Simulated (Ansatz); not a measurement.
# Pnma (COD entry) SnSO4, displaced supercell (96 atoms) under strain: runs compared

How stiff is Pnma (COD entry) SnSO4, displaced supercell (96 atoms), and how do its levels respond to strain?

Computed with Ansatz 0.2.0: Kohn-Sham DFT, PBEsol, PAW (set soft_2), plane waves.

### 1. The cell as built

The cell holds 96 atoms: 16 Sn, 16 S and 64 O. Cell: a = 8.799 Å, b = 10.638 Å, c = 14.230 Å, α = 90.0°, β = 90.0°, γ = 90.0°. It derives from SnSO4 (Pnma, COD entry), repeated 1×2×2. Pnma (COD entry) SnSO4 (cell 8.799, 5.319, 7.115, 90, 90, 90), 1 x 2 x 2 conventional cells; every coordinate displaced by a Gaussian of 0.02 Å.

Limits known from the start: The Brillouin zone is sampled at Γ only.

### 2. The reference run

The reference is a single point at the end of the relaxation.

Every strained cell starts from the geometry of this run, and its atoms are relaxed with the cell held.

Its input, with most atom lines left out:

```yaml
crystal:
  lattice:
    - [8.72465, -0.00044, -0.00014]
    - [-0.00053, 10.86424, 0.00106]
    - [-0.00022, 0.00141, 14.17959]
  atoms:
    - { symbol: Sn, position: [0.22359, 0.12474, 0.10061] }
    - { symbol: Sn, position: [0.27717, 0.3747, 0.3508] }
    - { symbol: Sn, position: [0.77726, 0.37497, 0.39964] }
    - { symbol: Sn, position: [0.72352, 0.12499, 0.14961] }
    - { symbol: S, position: [0.07595, 0.12476, 0.33432] }
    - { symbol: S, position: [0.42483, 0.37476, 0.08437] }
    - { symbol: S, position: [0.92477, 0.37488, 0.16586] }
    [... atom lines 8 to 96 left out ...]
kpoints:
  mp_grid: { grid: [1, 1, 1] }
hamiltonian:
  xc: pbesol
scf:
  occupations: { method: fermi_dirac, width: 0.05 }
output:
  forces: true
  stress: true
  populations: true
  dos:
    method: { smearing: { sigma: 0.08 } }
    de: 0.1
    projected: { site_lists: { O: [O], S: [S], Sn: [Sn] } }
  eigenvalues: true
  write_density: true
  write_potential: true
  volumetric_format: npy
```

- free energy per atom: -1512.7436 eV/atom
- r.m.s. force component: 0.00667 eV/Å
- pressure: -0.004494 GPa

Filled and empty levels are parted by 3.92 eV at Γ alone; the mesh holds the band edges only if they fold onto it, so the gap at this level can be narrower or closed, while semilocal functionals tend to narrow gaps against experiment.

### 3. The runs

Each row is one run, on 4 threads of Intel Xeon Platinum 8259CL at 2.50GHz (Skylake/Cascade Lake), shared host. The free energy is the program's total, comparable only between runs with the same functional, potentials and atoms.

| run | atoms | outcome | ionic steps, all passes | free energy (eV) | time | host memory (GiB) |
| --- | --- | --- | --- | --- | --- | --- |
| Single point at the start | 96 | converged | - | -145219.455 | 13 s | 1.9 |
| Cell and atoms relaxed | 96 | converged | 11 | -145223.388 | 2.3 min | 2.0 |
| Single point at the relaxed geometry | 96 | converged | - | -145223.388 | 20 s | 2.0 |
| Volume -3 % | 96 | converged | 4 | -145223.261 | 50 s | 1.9 |
| Volume +3 % | 96 | converged | 4 | -145223.295 | 49 s | 2.0 |
| Volume -6 % | 96 | converged | 6 | -145222.935 | 87 s | 1.9 |
| Volume +6 % | 96 | converged | 4 | -145223.054 | 55 s | 2.1 |
| Volume -10 % | 96 | converged | 4 | -145221.949 | 59 s | 1.9 |
| Stretched by 1 % along x | 96 | converged | 4 | -145223.369 | 63 s | 2.0 |
| Compressed by 1 % along x | 96 | converged | 5 | -145223.375 | 85 s | 2.0 |
| Sheared by 2 % in xy | 96 | converged | 3 | -145223.362 | 48 s | 2.0 |

In some runs the program notes that the SCF threshold is loose for the stress.

### 4. Pressure against volume

Atoms are relaxed at each volume, in the scaled cell.

| volume change (%) | volume (Å³/atom) | energy change (meV/atom) | pressure (GPa) | largest move on relaxing (Å) | bonds | gap (eV) |
| --- | --- | --- | --- | --- | --- | --- |
| -10 | 12.600 | 14.99 | 3.96 | 0.13 | 112 | 3.70 |
| -6 | 13.160 | 4.72 | 1.97 | 0.08 | 112 | 3.79 |
| -3 | 13.580 | 1.32 | 0.84 | 0.05 | 112 | 3.84 |
| +0 | 14.000 | 0.00 | 0.00 | - | 112 | 3.92 |
| +3 | 14.420 | 0.96 | -0.67 | 0.04 | 112 | 3.98 |
| +6 | 14.840 | 3.47 | -1.26 | 0.10 | 112 | 4.02 |

### 5. Uniaxial strain and shear

Stress (GPa, compression positive) less that of the relaxed cell, atoms relaxed:

| strain | xx | yy | zz | xy | energy change (meV/atom) |
| --- | --- | --- | --- | --- | --- |
| stretched by 1 % along x | -0.340 | -0.163 | -0.114 | 0.001 | 0.19 |
| compressed by 1 % along x | 0.375 | 0.281 | 0.055 | 0.002 | 0.13 |
| sheared by 2 % in xy | 0.017 | 0.035 | -0.016 | -0.243 | 0.26 |

### 6. What came out

The bulk modulus, from the slope of pressure against ln V over the three points nearest the relaxed volume, is 25.2 GPa; a quadratic over all points gives a pressure derivative of about 8.0. The curvature of the energy over the same three points gives 29.1 GPa instead, so stress and energy disagree and the modulus is uncertain by that much. The gap goes from 3.70 eV at the smallest volume to 4.02 eV at the largest, +2.0 eV per unit of ln V by a straight line, on the run's k-points. In the Cartesian axes of the cell, finite differences give C11 = 35.8, C12 = 22.2, C13 = 8.44 and C66 = 12.1 GPa (the shear of 2 % is the engineering strain, εxy = 0.01).

Caveats: Strains are finite and relaxations stop at the force tolerance of the input, which can leave moduli too stiff; they are those of a static cell at zero temperature. Volumes are changed with the cell's shape held, so in an anisotropic solid the modulus lies over the one under free hydrostatic load. The program notes that the SCF threshold of the relaxations is loose for the stress.

The DFT runs together took 11 min of wall time.

[Logs are printed without paths, hosts, clocks, repeated set-up lines and the standing remarks that a program may print on its own settings, such as how far it seeks lower states.]

[Hosts, paths, dates, database ids (printed as entryN), source tags and the programs' standing remarks are cut or masked in the printed files.]
